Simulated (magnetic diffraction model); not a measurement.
## Tl2VFe3S8 below its ordering temperature

Space group P6_3mc (no. 186), a = 7.7040 Å, c = 12.3020 Å.

| site | atom | x | y | z |
| --- | --- | --- | --- | --- |
| 2b | Tl | 1/3 | 2/3 | 0.9056 |
| 2a | Tl | 0 | 0 | 0.9872 |
| 6c | Fe | 0.1736 | 0.3471 | 0.2180 |
| 2b | V | 1/3 | 2/3 | 0.4973 |
| 6c | S | 0.1749 | 0.3497 | 0.5850 |
| 6c | S | 0.4784 | 0.5216 | 0.3477 |
| 2b | S | 1/3 | 2/3 | 0.1065 |
| 2a | S | 0 | 0 | 0.2970 |

This is a made-up structure (elements placed in a structure type, unrelaxed), so the numbers test the method and describe no known phase.

Only Fe is taken to order (form factors of Fe3+); orders and moment sizes are assumed, and not adapted to the symmetry. Radiation: neutrons of λ = 2.0775 Å, 1.5° to 40°; isotropic B of 0.35 Å² (Tl), 0.43 Å² (Fe), 0.61 Å² (V) and 0.54 Å² (S). The intensities are simulated: I ∝ L Σ (|F_N|² + |F_M⊥|²) for unpolarised neutrons, with F_M = 2.695 fm/μB × Σ f(s) S exp(2πi Q·r) exp(−B s²) at Q = H ± k (one set where k and −k are equivalent), only the part normal to Q counting and L = 1/(sin²θ cos θ). For a modulated order the moment at position r is S exp(−2πi k·r) + c.c., with S = m/2 for a sine wave of amplitude m and S = m(u + iv)/2 for moments turning in a plane, u and v being orthogonal unit vectors in it; the phase factor of the sum at Q = H + k is then exp(2πi H·r). Form factors are spin-only for 3d ions and dipole or tabulated for f ions, scattering lengths are Sears's of 1992, and absorption is left out. A label names one of the reflections at its angle. The strongest nuclear line in the range is 100, and lines under 0.2 are left out.

Above the ordering temperature:

| 2θ (°) | index | I |
| --- | --- | --- |
| 17.91 | (1 0 0) | 18.2 |
| 19.45 | (0 0 2) | 21.9 |
| 20.40 | (1 0 1) | 44.8 |
| 26.56 | (1 0 2) | 9.0 |
| 31.29 | (1 1 0) | 8.1 |
| 34.59 | (1 0 3) | 48.9 |
| 36.28 | (2 0 0) | 1.6 |
| 37.11 | (1 1 2) | 77.6 |
| 37.64 | (2 0 1) | 100.0 |
| 39.48 | (0 0 4) | 5.9 |

Below it (cell unchanged):

```tsv
2θ (°)	I
10.31	19.6
14.17	24.1
17.91	18.2
19.45	21.9
20.40	44.8
20.71	45.2
22.06	6.2
22.91	78.9
26.56	9.0
27.52	6.6
28.56	37.9
29.23	8.6
31.18	3.4
31.29	8.1
33.92	7.0
34.59	48.9
36.19	21.2
36.28	1.6
37.11	77.6
37.64	100.0
37.82	3.2
39.13	4.9
39.48	5.9
```

**Question.** Find the propagation vector, then choose among these models:
A. moments turning in the plane of [100] and [010], 4.25 μB on Fe; signs + at (0.1736, 0.3471, 0.2180), + at (0.6529, 0.8265, 0.2180), − at (0.1736, 0.8265, 0.2180), + at (0.8265, 0.1736, 0.7180), − at (0.3471, 0.1736, 0.7180), − at (0.8265, 0.6529, 0.7180)
B. a sine wave with moments along [001] (amplitudes given), 4.25 μB on Fe; signs + at (0.1736, 0.3471, 0.2180), + at (0.6529, 0.8265, 0.2180), − at (0.1736, 0.8265, 0.2180), + at (0.8265, 0.1736, 0.7180), − at (0.3471, 0.1736, 0.7180), − at (0.8265, 0.6529, 0.7180)
C. moments turning in the plane of [100] and [001], 4.25 μB on Fe; signs + at (0.1736, 0.3471, 0.2180), + at (0.6529, 0.8265, 0.2180), − at (0.1736, 0.8265, 0.2180), + at (0.8265, 0.1736, 0.7180), − at (0.3471, 0.1736, 0.7180), − at (0.8265, 0.6529, 0.7180)
D. a sine wave with moments along [010] (amplitudes given), 4.25 μB on Fe; signs + at (0.1736, 0.3471, 0.2180), + at (0.6529, 0.8265, 0.2180), − at (0.1736, 0.8265, 0.2180), + at (0.8265, 0.1736, 0.7180), − at (0.3471, 0.1736, 0.7180), − at (0.8265, 0.6529, 0.7180)

The new lines index as (2/3 -1/3 0) at 10.31°, (1/3 1/3 1) at 14.17°, (4/3 -2/3 0) at 20.71° and (2/3 -1/3 2) at 22.06°, that is as H ± k with k = (1/3 1/3 0). Satellites come in pairs about each point of the reciprocal lattice.

Magnetic intensity, observed (below minus above) and for each model:

| 2θ (°) | index | observed | A | B | C | D |
| --- | --- | --- | --- | --- | --- | --- |
| 10.31 | (2/3 -1/3 0) | 19.6 | 14.3 | 14.3 | 19.6 | 5.4 |
| 14.17 | (1/3 1/3 1) | 24.1 | 26.8 | 9.7 | 24.1 | 14.4 |
| 20.71 | (4/3 -2/3 0) | 45.2 | 32.8 | 32.8 | 45.2 | 12.3 |
| 22.06 | (2/3 -1/3 2) | 6.2 | 10.2 | 1.3 | 6.2 | 4.9 |
| 22.91 | (2/3 2/3 1) | 78.9 | 61.7 | 42.8 | 78.9 | 36.1 |
| 28.56 | (4/3 -2/3 2) | 37.9 | 46.4 | 16.8 | 37.9 | 21.1 |
| 29.23 | (4/3 1/3 1) | 8.6 | 7.2 | 5.7 | 8.6 | 2.9 |
| 36.19 | (2/3 2/3 3) | 21.2 | 29.3 | 5.9 | 21.2 | 15.4 |

Model C matches.

The structure used: k = (1/3 1/3 0), moments turning in the plane of [100] and [001], 4.25 μB on Fe; signs + at (0.1736, 0.3471, 0.2180), + at (0.6529, 0.8265, 0.2180), − at (0.1736, 0.8265, 0.2180), + at (0.8265, 0.1736, 0.7180), − at (0.3471, 0.1736, 0.7180), − at (0.8265, 0.6529, 0.7180).

[Logs are printed without paths, hosts, clocks, repeated set-up lines and the standing remarks that a program may print on its own settings, such as how far it seeks lower states.]
